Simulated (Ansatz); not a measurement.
# CaCo2Sb2: relaxing a made-up structure

This structure for CaCo2Sb2 is made up. Its elements were placed in a known structure type with a cell scaled to their sizes. What cell does the guess relax to, and how far off was it?

Calculated with Ansatz 0.2.0; DFT, PBE, plane-wave PAW, files of the set soft_1, scalar-relativistic, ferromagnetic start, cell and ions relaxed at zero pressure; PAW set soft_1.

## (1) The structure

Symmetry: I4/mmm, No. 139, tetragonal system. Conventional cell: a = 4.191 Å, b = 4.191 Å, c = 10.566 Å, α = 90.00°, β = 90.00°, γ = 90.00°. Nearest to Sb lie 4 Co at 2.40 Å and 1 Sb at 2.94 Å and 4 Ca at 3.31 Å. Co has 4 Sb at 2.40 Å and 4 Co at 2.96 Å and 4 Ca at 3.37 Å nearest. Nearest to Ca lie 8 Sb at 3.31 Å and 8 Co at 3.37 Å. Farther neighbours are not listed.

## (2) Relaxing cell and atoms

The guessed cell has no reason to be at equilibrium. It is relaxed with the atoms, within the space group of the guess.

The input, input.yaml:

```yaml
crystal:
  lattice:
    - [-2.0955, 2.0955, 5.283]
    - [2.0955, -2.0955, 5.283]
    - [2.0955, 2.0955, -5.283]
  atoms:
    - { symbol: Sb, position: [0.6389, 0.6389, 0.0] }
    - { symbol: Sb, position: [0.3611, 0.3611, 0.0] }
    - { symbol: Co, position: [0.25, 0.75, 0.5], spin: 2.0 }
    - { symbol: Co, position: [0.75, 0.25, 0.5], spin: 2.0 }
    - { symbol: Ca, position: [0.0, 0.0, 0.0] }
magnetization:
  spin_polarized: true
kpoints:
  mp_grid: { grid: [9, 9, 9] }
scf:
  occupations: { method: fermi_dirac, width: 0.05 }
hamiltonian:
  xc: pbe
  pseudopotentials: { kind: paw, azcp: { folder: soft_1 } }
relax:
  f_tol: 0.015
  max_steps: 70
  cell: {}
output:
  forces: true
  stress: true
```

Started as:

```sh
> ansatz run input.yaml --threads 4 --pin off --max-ram 8192MiB --backend cpu --events-out ev --progress --plain --runs-dir out
```

Numbers of over 12 decimals in the logs are rounded to 6 here.

The program printed:

```text
basis.fft_grid_basis auto: the FFT boxes are laid along the combinations [[1, 0, 1], [0, 1, 1], [0, 0, 1]] of the cell's own vectors, 4.191, 4.191 and 6.057 Å long. The dense box has 30×30×45 points. Along the cell's own vectors, as sized, it would have 45×45×45, 2.25 times as many. Of the 16 symmetry operations that the crystal satisfies within crystal.symmetry.tolerance (time reversal apart; of a slab, those that k [...]
Engine: ansatz 0.2.0, aarch64-unknown-linux-gnu
Pseudopotentials: kind: paw
Pseudopotential: Sb, paw, valence charge 15, recommended cutoff 420 eV (normal), soft_1/Sb.paw.azcp
Pseudopotential: Co, paw, valence charge 17, recommended cutoff 420 eV (normal), soft_1/Co.paw.azcp
Pseudopotential: Ca, paw, valence charge 10, recommended cutoff 420 eV (normal), soft_1/Ca.paw.azcp
Functional definition: PBE
  parameter kappa = 0.804
  parameter beta = 0.066725
  exchange = pbe_x(kappa = kappa, mu = beta*pi^2/3)
  correlation = pbe_c(beta = beta)
Crystal: 5 atoms, lattice volume = 92.793 Å³
Basis set: ecut = 420 eV, 1797 PW (Γ), FFT grids on a1+a3, a2+a3, a3, exchange–correlation on 60×60×90 points (8 copies of the dense FFT grid, shifted against one another)
Bands: 47, of which v1, the nominal top of the filled ones, is band 37 counted from 1 (36 counted from 0)
Symmetry: 16 space group operations
Space group: I4/mmm (ITA 139), of the structure as read, at distance tolerance 4.5e-5 Å
Magnetic group: BNS 139.531 (UNI 1191), of the structure as read, at distance tolerance 4.5e-5 Å
k-points: 75 of 729
Non-local potential: Sb, projectors of the file, l = 0: 2, l = 1: 2, l = 2: 2, l = 3: 1
Non-local potential: Co, projectors of the file, l = 0: 3, l = 1: 2, l = 2: 3, l = 3: 1
Non-local potential: Ca, projectors of the file, l = 0: 3, l = 1: 2, l = 2: 2
PAW form: soft (Blöchl's): semilocal exchange-correlation on the pseudo side does not see the compensation charge
PAW one-centre angular grid: Sb, 590 points (default); XC on 64 Gauss nodes
PAW one-centre angular grid: Co, 590 points (default); XC on 64 Gauss nodes
PAW one-centre angular grid: Ca, 110 points (default); XC on 64 Gauss nodes
Initial density: superposition of atomic densities (chi_scale 0.1, normalization cell, long waves kept (reshape's long-wave potential 0.00 eV rms))
Starting moments: Σ|m| = 4 μB on 2 of 5 sites
Initial wavefunctions: pseudopotential atomic-orbital guess
Functional: x = pbe(κ = 0.804, μ = 0.219515), c = pbe(β = 0.066725)
SCF iter   1: F=—  HF=-25037.747485 eV  |F-HF|=—  |Δ(HF+E_count)|=         —  Δρ=4.70e-2 (↑4.70e-2 ↓3.04e-2)  dr2=6.64e0  dr2_m=1.64e-1  M=3.054 μB ∫|m|=3.652 μB  β_m=0.30  ethr=3.10e-3  ⟨swp⟩=9.4  Hψ=32698  notcnv=0  defer=5
Mixer restart at iter 1: flushing history
preconditioner: auto → Kerker (q_TF=auto, 2.627 Å⁻¹)  [metal: Δε(μ)=0.008 eV  Ē_g=17.093 eV  σ=0.050 eV  W_gap=0.04  n_scr=32 (ndim 8)  ℏωp=28.8 eV  f_vac=0.000  D(μ)=5.28/eV (n_scr^D=44)]
spin=Collinear: Kerker preconditioning applied to the charge; magnetization (m = ρ↑ − ρ↓) channel mixes plain (no charge-response kernel on spin).
SCF iter   2: F=—  HF=-25035.791195 eV  |F-HF|=—  |Δ(HF+E_count)|=    1.96e0  Δρ=3.35e-2 (↑1.55e-2 ↓3.35e-2)  dr2=1.45e0  dr2_m=2.83e-1  M=2.792 μB ∫|m|=3.309 μB  β_m=0.32  ethr=3.10e-3  ⟨swp⟩=2.9  Hψ=11638  notcnv=0  defer=263
SCF iter   3: F=—  HF=-25036.967080 eV  |F-HF|=—  |Δ(HF+E_count)|=    1.18e0  Δρ=3.47e-2 (↑1.33e-2 ↓3.47e-2)  dr2=1.02e0  dr2_m=3.78e-1  M=2.573 μB ∫|m|=3.047 μB  β_m=0.21  ethr=1.96e-3  ⟨swp⟩=2.1  Hψ=9470  notcnv=0  defer=268
SCF iter   4: F=—  HF=-25037.895206 eV  |F-HF|=—  |Δ(HF+E_count)|=   9.28e-1  Δρ=3.35e-2 (↑1.23e-2 ↓3.35e-2)  dr2=8.77e-1  dr2_m=3.73e-1  M=2.355 μB ∫|m|=2.803 μB  β_m=0.12  ethr=1.38e-3  ⟨swp⟩=2.0  Hψ=8960  notcnv=0  defer=267
SCF iter   5: F=—  HF=-25038.768295 eV  |F-HF|=—  |Δ(HF+E_count)|=   8.73e-1  Δρ=2.08e-2 (↑2.08e-2 ↓1.67e-2)  dr2=3.31e-1  dr2_m=2.52e-1  M=2.162 μB ∫|m|=2.580 μB  β_m=0.60  ethr=1.18e-3  ⟨swp⟩=2.5  Hψ=10312  notcnv=0  defer=269
SCF iter   6: F=—  HF=-25039.609617 eV  |F-HF|=—  |Δ(HF+E_count)|=   8.41e-1  Δρ=5.43e-3 (↑5.43e-3 ↓3.54e-3)  dr2=8.22e-2  dr2_m=3.57e-3  M=1.397 μB ∫|m|=1.584 μB  β_m=0.67  ethr=4.47e-4  ⟨swp⟩=3.3  Hψ=13350  notcnv=0  defer=263
SCF iter   7: F=—  HF=-25039.585831 eV  |F-HF|=—  |Δ(HF+E_count)|=         —  Δρ=5.58e-3 (↑1.53e-3 ↓5.58e-3)  dr2=4.54e-2  dr2_m=4.29e-3  M=1.323 μB ∫|m|=1.467 μB  β_m=0.67  ethr=1.11e-4  ⟨swp⟩=2.6  Hψ=11163  notcnv=0  defer=261
Mixer restart at iter 7: flushing history
SCF iter   8: F=—  HF=-25039.607078 eV  |F-HF|=—  |Δ(HF+E_count)|=   2.12e-2  Δρ=4.16e-3 (↑4.16e-3 ↓2.38e-3)  dr2=1.72e-2  dr2_m=1.10e-3  M=1.336 μB ∫|m|=1.470 μB  β_m=0.57  ethr=6.14e-5  ⟨swp⟩=2.0  Hψ=13545  notcnv=0  defer=261
SCF iter   9: F=—  HF=-25039.597874 eV  |F-HF|=—  |Δ(HF+E_count)|=   9.20e-3  Δρ=2.24e-3 (↑8.69e-4 ↓2.24e-3)  dr2=1.18e-2  dr2_m=4.74e-4  M=1.334 μB ∫|m|=1.470 μB  β_m=0.58  ethr=2.33e-5  ⟨swp⟩=2.0  Hψ=14115  notcnv=0  defer=264
SCF iter  10: F=—  HF=-25039.597963 eV  |F-HF|=—  |Δ(HF+E_count)|=   8.88e-5  Δρ=5.75e-4 (↑2.04e-4 ↓5.75e-4)  dr2=1.22e-3  dr2_m=5.65e-5  M=1.337 μB ∫|m|=1.470 μB  β_m=0.79  ethr=1.59e-5  ⟨swp⟩=1.8  Hψ=8390  notcnv=0  defer=260
SCF iter  11: F=—  HF=-25039.597859 eV  |F-HF|=—  |Δ(HF+E_count)|=   1.04e-4  Δρ=2.32e-4 (↑2.32e-4 ↓2.15e-4)  dr2=1.16e-4  dr2_m=1.79e-6  M=1.337 μB ∫|m|=1.468 μB  β_m=0.86  ethr=1.65e-6  ⟨swp⟩=2.0  Hψ=8443  notcnv=0  defer=260
SCF iter  12: F=—  HF=-25039.597831 eV  |F-HF|=—  |Δ(HF+E_count)|=   2.82e-5  Δρ=7.41e-5 (↑4.39e-5 ↓7.41e-5)  dr2=2.62e-5  dr2_m=2.89e-7  M=1.337 μB ∫|m|=1.467 μB  β_m=0.93  ethr=1.56e-7  ⟨swp⟩=2.0  Hψ=8828  notcnv=0  defer=260
SCF iter  13: F=—  HF=-25039.597831 eV  |F-HF|=—  |Δ(HF+E_count)|=   6.07e-8  Δρ=1.55e-5 (↑1.05e-5 ↓1.55e-5)  dr2=1.52e-6  dr2_m=2.35e-8  M=1.337 μB ∫|m|=1.467 μB  β_m=0.91  ethr=3.55e-8  ⟨swp⟩=2.0  Hψ=7940  notcnv=0  defer=260
SCF iter  14: F=—  HF=-25039.597830 eV  |F-HF|=—  |Δ(HF+E_count)|=   2.84e-7  Δρ=1.08e-5 (↑8.11e-6 ↓1.08e-5)  dr2=2.50e-7  dr2_m=2.79e-9  M=1.337 μB ∫|m|=1.467 μB  β_m=0.95  ethr=2.05e-9  ⟨swp⟩=2.0  Hψ=8885  notcnv=0  defer=260
SCF iter  15: F=—  HF=-25039.597830 eV  |F-HF|=—  |Δ(HF+E_count)|=   2.26e-8  Δρ=3.14e-6 (↑2.95e-6 ↓3.14e-6)  dr2=2.44e-8  dr2_m=6.97e-11  M=1.337 μB ∫|m|=1.467 μB  β_m=0.98  ethr=3.38e-10  ⟨swp⟩=2.0  Hψ=8437  notcnv=0  defer=260
SCF iter  16: F=-25039.597830 eV  HF=-25039.597830 eV  |F-HF|=7.13e-10  |Δ(HF+E_count)|=   1.91e-9  Δρ=5.15e-7 (↑4.90e-7 ↓5.15e-7)  dr2=8.45e-10  dr2_m=9.23e-13  M=1.337 μB ∫|m|=1.467 μB  ethr=3.30e-11  ⟨swp⟩=2.6  Hψ=19916  notcnv=0
[...]
SCF iter   9: F=-25039.909308 eV  HF=-25039.909308 eV  |F-HF|=1.48e-7  |Δ(HF+E_count)|=   9.25e-8  Δρ=7.81e-6 (↑5.29e-6 ↓7.81e-6)  dr2=1.67e-7  dr2_m=1.50e-9  M=1.448 μB ∫|m|=1.657 μB  ethr=1.84e-10  ⟨swp⟩=2.4  Hψ=23856  notcnv=0
SCF 3 converged in 9 iterations: F = -25039.909308 eV  dr2 = 1.67e-7
relax step   3: F+E_penalty+E_count = -25039.90930820 eV  Δ(F+E_penalty+E_count) = -5.184e-3 eV  max|allowed force component| = 2.867e-1 eV/Å  Δτ_max = 0.0459 Å  P = +0.103 GPa  Ω = 101.196 Å³  energy of the carried Pulay correction = -2.904e-3 eV  (9 SCF iters, dr2 threshold 5.00e-7 eV, accepted)
[...]
relax step   4: F+E_penalty+E_count = -25039.91547424 eV  Δ(F+E_penalty+E_count) = -6.166e-3 eV  max|allowed force component| = 1.701e-2 eV/Å  Δτ_max = 0.0206 Å  P = -0.011 GPa  Ω = 101.885 Å³  energy of the carried Pulay correction = -3.131e-3 eV  (8 SCF iters, dr2 threshold 5.00e-7 eV, accepted)
[...]
relax step   5: F+E_penalty+E_count = -25039.91551791 eV  Δ(F+E_penalty+E_count) = -4.367e-5 eV  max|allowed force component| = 4.544e-4 eV/Å  Δτ_max = 0.0012 Å  P = -0.001 GPa  Ω = 101.839 Å³  energy of the carried Pulay correction = -3.116e-3 eV  (7 SCF iters, dr2 threshold 1.81e-8 eV, accepted)
Initial wavefunctions: pseudopotential atomic-orbital guess (no wavefunctions were taken with the density)
iter 1 solved again at ethr=7.61e-7 eV; its pass at ethr=3.10e-3 eV (dr2=5.63e-4 eV) is discarded
SCF iter   1: F=—  HF=-25039.917925 eV  |F-HF|=—  |Δ(HF+E_count)|=         —  Δρ=1.67e-4 (↑1.51e-4 ↓1.67e-4)  dr2=3.61e-5  dr2_m=5.76e-7  M=1.454 μB ∫|m|=1.653 μB  β_m=0.65  ethr=7.61e-7  ⟨swp⟩=3.0  Hψ=49487  notcnv=0
preconditioner: auto → Kerker (q_TF=auto, 1.972 Å⁻¹)  [metal: Δε(μ)=0.036 eV  Ē_g=6.271 eV  σ=0.050 eV  W_gap=0.18  n_scr=10 (ndim 8)  ℏωp=20.2 eV  f_vac=0.000  D(μ)=2.82/eV (n_scr^D=14)]
spin=Collinear: Kerker preconditioning applied to the charge; magnetization (m = ρ↑ − ρ↓) channel mixes plain (no charge-response kernel on spin).
SCF iter   2: F=—  HF=-25039.918240 eV  |F-HF|=—  |Δ(HF+E_count)|=   3.15e-4  Δρ=6.63e-5 (↑6.63e-5 ↓5.11e-5)  dr2=1.90e-6  dr2_m=2.83e-7  M=1.454 μB ∫|m|=1.653 μB  β_m=0.51  ethr=4.87e-8  ⟨swp⟩=2.0  Hψ=8919  notcnv=0
SCF iter   3: F=—  HF=-25039.918281 eV  |F-HF|=—  |Δ(HF+E_count)|=   4.12e-5  Δρ=3.37e-5 (↑3.37e-5 ↓2.91e-5)  dr2=1.37e-6  dr2_m=1.80e-8  M=1.454 μB ∫|m|=1.653 μB  β_m=0.49  ethr=2.57e-9  ⟨swp⟩=2.1  Hψ=12722  notcnv=0
SCF iter   4: F=—  HF=-25039.918293 eV  |F-HF|=—  |Δ(HF+E_count)|=   1.12e-5  Δρ=2.19e-5 (↑1.30e-5 ↓2.19e-5)  dr2=8.10e-7  dr2_m=2.52e-8  M=1.454 μB ∫|m|=1.653 μB  β_m=0.74  ethr=1.85e-9  ⟨swp⟩=2.0  Hψ=8665  notcnv=0
SCF iter   5: F=—  HF=-25039.918297 eV  |F-HF|=—  |Δ(HF+E_count)|=   4.23e-6  Δρ=2.80e-5 (↑1.36e-5 ↓2.80e-5)  dr2=1.71e-6  dr2_m=5.03e-8  M=1.455 μB ∫|m|=1.654 μB  β_m=0.87  ethr=1.09e-9  ⟨swp⟩=2.0  Hψ=8245  notcnv=0
SCF iter   6: F=—  HF=-25039.918299 eV  |F-HF|=—  |Δ(HF+E_count)|=   2.47e-6  Δρ=1.58e-5 (↑4.55e-6 ↓1.58e-5)  dr2=4.89e-7  dr2_m=3.15e-8  M=1.455 μB ∫|m|=1.654 μB  β_m=0.94  ethr=1.09e-9  ⟨swp⟩=2.7  Hψ=12389  notcnv=0
SCF iter   7: F=—  HF=-25039.918300 eV  |F-HF|=—  |Δ(HF+E_count)|=   7.11e-7  Δρ=3.81e-6 (↑1.43e-6 ↓3.81e-6)  dr2=2.97e-8  dr2_m=1.43e-9  M=1.455 μB ∫|m|=1.654 μB  β_m=0.95  ethr=6.61e-10  ⟨swp⟩=2.0  Hψ=9215  notcnv=0
SCF iter   8: F=—  HF=-25039.918300 eV  |F-HF|=—  |Δ(HF+E_count)|=   4.30e-8  Δρ=4.75e-7 (↑1.93e-7 ↓4.75e-7)  dr2=2.38e-10  dr2_m=6.90e-11  M=1.455 μB ∫|m|=1.654 μB  β_m=0.95  ethr=4.02e-11  ⟨swp⟩=2.2  Hψ=10097  notcnv=0
SCF iter   9: F=—  HF=-25039.918299 eV  |F-HF|=—  |Δ(HF+E_count)|=   8.54e-7  Δρ=3.83e-7 (↑3.83e-7 ↓3.36e-7)  dr2=6.08e-10  dr2_m=8.71e-13  M=1.455 μB ∫|m|=1.654 μB  β_m=0.95  ethr=1.00e-12  ⟨swp⟩=2.2  Hψ=12399  notcnv=0
SCF iter  10: F=—  HF=-25039.918299 eV  |F-HF|=—  |Δ(HF+E_count)|=  2.33e-10  Δρ=3.02e-7 (↑2.54e-7 ↓3.02e-7)  dr2=3.28e-10  dr2_m=5.93e-13  M=1.455 μB ∫|m|=1.654 μB  β_m=0.97  ethr=1.00e-12  ⟨swp⟩=1.4  Hψ=7179  notcnv=0
SCF iter  11: F=—  HF=-25039.918299 eV  |F-HF|=—  |Δ(HF+E_count)|=  3.13e-10  Δρ=4.51e-8 (↑1.09e-8 ↓4.51e-8)  dr2=2.91e-12  dr2_m=3.50e-13  M=1.455 μB ∫|m|=1.654 μB  β_m=0.97  ethr=1.00e-12  ⟨swp⟩=2.0  Hψ=8991  notcnv=0
SCF iter  12: F=-25039.918299 eV  HF=-25039.918299 eV  |F-HF|=7.28e-12  |Δ(HF+E_count)|=    0.00e0  Δρ=3.79e-8 (↑2.05e-8 ↓3.79e-8)  dr2=3.79e-12  dr2_m=7.23e-14  M=1.455 μB ∫|m|=1.654 μB  ethr=1.00e-12  ⟨swp⟩=3.0  Hψ=19719  notcnv=0
SCF 6 converged in 12 iterations: F = -25039.918299 eV  dr2 = 3.79e-12
relax step   6: F+E_penalty+E_count = -25039.91829926 eV  Δ(F+E_penalty+E_count) = -2.781e-3 eV  max|allowed force component| = 3.289e-4 eV/Å  Δτ_max = 0.0000 Å  P = -0.011 GPa  Ω = 101.839 Å³  stress off target by 1.65e-2 GPa  SCF on the basis re-selected at this cell (its energy is not comparable with the rows above)  (12 SCF iters)
basis re-selected at this cell: Δ(F+E_penalty+E_count) = -2.781e-3 eV, ΔP = -0.009 GPa vs the last step (what re-selecting the basis moved, of the pressure what is left beyond the Pulay correction that the steps carried, after the strain that the cell walked since its last selection, with what the two solves' SCF thresholds leave and, on support functions, any second-order correction that the steps lacked; it is no m [...]
SCF converged after 12 iterations
Magnetization: 1.4551 μB (37.7276 up, 36.2724 down)
Absolute magnetization: 1.6558 μB (∫|ρ↑−ρ↓|, with the PAW one-centre terms)
Spin contamination: 0.0430 ħ² per cell (⟨S²⟩ above its minimum at these occupations)
Per-site moments (μB) at R_I (Å): [(-0.00271837, 1.027752), (-0.00271837, 1.027752), (0.742899, 1.027752), (0.742899, 1.027752), (0.00703269, 1.399381)]
Free energy (F): -25039.918299 eV
Harris-Foulkes:  -25039.918299 eV  (|F-HF|=7.28e-12)
Internal energy: -25039.894950 eV  (E = F + TS)
E sigma→0 (E₀):  -25039.906625 eV
Entropy (-TS):   -0.023349 eV (-4.670 meV/atom)
Fermi energy:    12.490583 eV
--- Per-component energies (eV) ---
  E_band       = -1041.818189
  E_kinetic    = 1173.558449
  E_local      = -11678.601067  (includes V_loc(G=0)·N_el)
  E_nonlocal   = 1757.621661
  E_hartree    = 5108.563575
  E_xc         = -508.766475
  E_vxc        = -576.576915  (∫ρ·V_xc dr)
  E_paw        = -13117.931368  (= ΣΔE_a)
  E_vpaw       = -1934.947950  (= ΣTr[D̂ρ^β])
  E_aug_tail   = 0.000266  (compensation charges beyond the density's cutoff)
  E_ewald      = -7774.339991
  E_smearing   = -0.023349  (= −TS)
  E_closure    = -0.000000  (closes the sum)
  Σ components = -25039.918299   (vs F -25039.918299, Δ=0.00e0)
--- Forces (eV/Å), atoms counted from 1 ---
  atom   1  Sb     0.00000000    -0.00000000     0.00032886
  atom   2  Sb     0.00000000     0.00000000    -0.00032886
  atom   3  Co     0.00000000     0.00000000     0.00000000
  atom   4  Co     0.00000000     0.00000000     0.00000000
  atom   5  Ca     0.00000000     0.00000000    -0.00000000
  max |Σ_I F_I| component: 1.08e-19 eV/Å
--- Stress (GPa, compression-positive) ---
       -0.007814       0.000000      -0.000000
        0.000000      -0.007814      -0.000000
       -0.000000       0.000000      -0.016477
  P = ⅓ Tr σ = -0.0107 GPa (-0.107 kbar)
--- Relaxed structure (5 steps of the walk, 5 accepted, 1 SCFs on fresh bases) ---
  F+E_penalty+E_count = -25039.91829926 eV   max|allowed force component| = 3.289e-4 eV/Å   (the final SCF, on the basis selected at the relaxed cell)
  cell:  # Å, volume = 101.8394 Å³
    - [-2.154751, 2.154751, 5.483548]
    - [2.154751, -2.154751, 5.483548]
    - [2.154751, 2.154751, -5.483548]
  atoms:
    - { symbol: Sb, position: [0.635942, 0.635942, 0] }
    - { symbol: Sb, position: [0.364058, 0.364058, 0] }
    - { symbol: Co, position: [0.250000, 0.75, 0.500000] }
    - { symbol: Co, position: [0.75, 0.250000, 0.500000] }
    - { symbol: Ca, position: [0, 0, 0] }
```

Elapsed: 57 s, on 4 threads of Arm Neoverse V2, shared host; peak memory 0.79 GiB; 3.7 min of CPU time.

The steps of the relaxation:

```csv
step,energy less that of the first step (eV),largest force component (eV/Å),pressure (GPa),volume (Å³)
1,0.0000,1.3228,11.02,92.79
2,-0.3063,0.3832,0.33,102.28
3,-0.3115,0.2867,0.10,101.20
4,-0.3176,0.0170,-0.01,101.88
5,-0.3177,0.0005,0.00,101.84
6*,-0.3205,0.0003,-0.01,101.84
```

Relaxation steps marked * repeat the geometry before them on a plane-wave basis chosen anew for their cell, so energy and pressure can jump there.

Forces are held to the 16 operations that the run works with; a distortion that breaks them can't arise in this run.

```csv
"conventional cell, symmetrised",before,after,change
a (Å),4.191,4.310,+2.8 %
b (Å),4.191,4.310,+2.8 %
c (Å),10.566,10.967,+3.8 %
volume (Å³/atom),18.56,20.37,+9.7 %
```

The atoms that moved most (Å, as changes of fractional coordinates times the final cell):

```csv
atom,dx,dy,dz,length
Sb1,0.000,0.000,-0.032,0.032
Sb2,0.000,0.000,0.032,0.032
```

The relaxed structure:

```xyz
5
Lattice="-2.1548 2.1548 5.4835 2.1548 -2.1548 5.4835 2.1548 2.1548 -5.4835" Properties=species:S:1:pos:R:3 pbc="T T T"
Sb    0.0000    0.0000    6.9744
Sb    0.0000    0.0000    3.9927
Co    2.1548    0.0000    2.7418
Co    0.0000    2.1548    2.7418
Ca    0.0000    0.0000    0.0000
```

Numbers from this step:

| Item | Value |
| --- | --- |
| free energy | -25039.9183 eV |
| energy at zero smearing | -25039.9066 eV |
| smearing term TS | 0.02335 eV |
| Fermi energy | 12.49 eV |
| magnetization | 1.455 μB |
| absolute magnetization | 1.656 μB |
| site moments | -0.002718, -0.002718, 0.7429, 0.7429, 0.007033 μB |
| electrons | 74 |
| symmetry operations | 16 |
| pressure | -0.01070 GPa |

Site moment by atom:

```csv
atom,site moment (μB)
Sb1,-0.003
Sb2,-0.003
Co3,0.743
Co4,0.743
Ca5,0.007
```

Shortest distances by pair of elements, guess and relaxed (not always the same contact):

```csv
pair,guess (Å),relaxed (Å)
Co–Sb,2.402,2.492
Sb–Sb,2.935,2.982
Co–Co,2.963,3.047
Ca–Sb,3.307,3.392
Ca–Co,3.372,3.487
```

The relaxation ends with a largest force component of 3.3e-4 eV/Å and a pressure of -0.01 GPa.

## (3) Results

```
space group, relaxed : I4/mmm
conventional cell    : a = 4.310, b = 4.310, c = 10.967 Å; α = 90.0°, β = 90.0°, γ = 90.0°
volume per atom      : 20.37 Å³ (guess 18.56)
total moment         : 1.46 μB in the cell of 5 atoms
```

In words: CaCo2Sb2 relaxes to I4/mmm with a = 4.310, b = 4.310 and c = 10.967 Å. The guessed volume was 9 % too small. The space group I4/mmm was held in the relaxation, so the end point is a stationary structure within it and may be a saddle against distortions or other arrangements. The input starts from parallel moments, and no other start was typed. Mesh and cutoff weren't tested. Spin-orbit coupling is left out, which can matter for elements this heavy. No dispersion term is used, so weakly bound directions may come out too long. Nothing here tests whether the compound is stable against decomposition.

[Logs are printed without paths, hosts, clocks, repeated set-up lines and the standing remarks that a program may print on its own settings, such as how far it seeks lower states.]

[Hosts, paths, dates, database ids (printed as entryN), source tags and the programs' standing remarks are cut or masked in the printed files.]
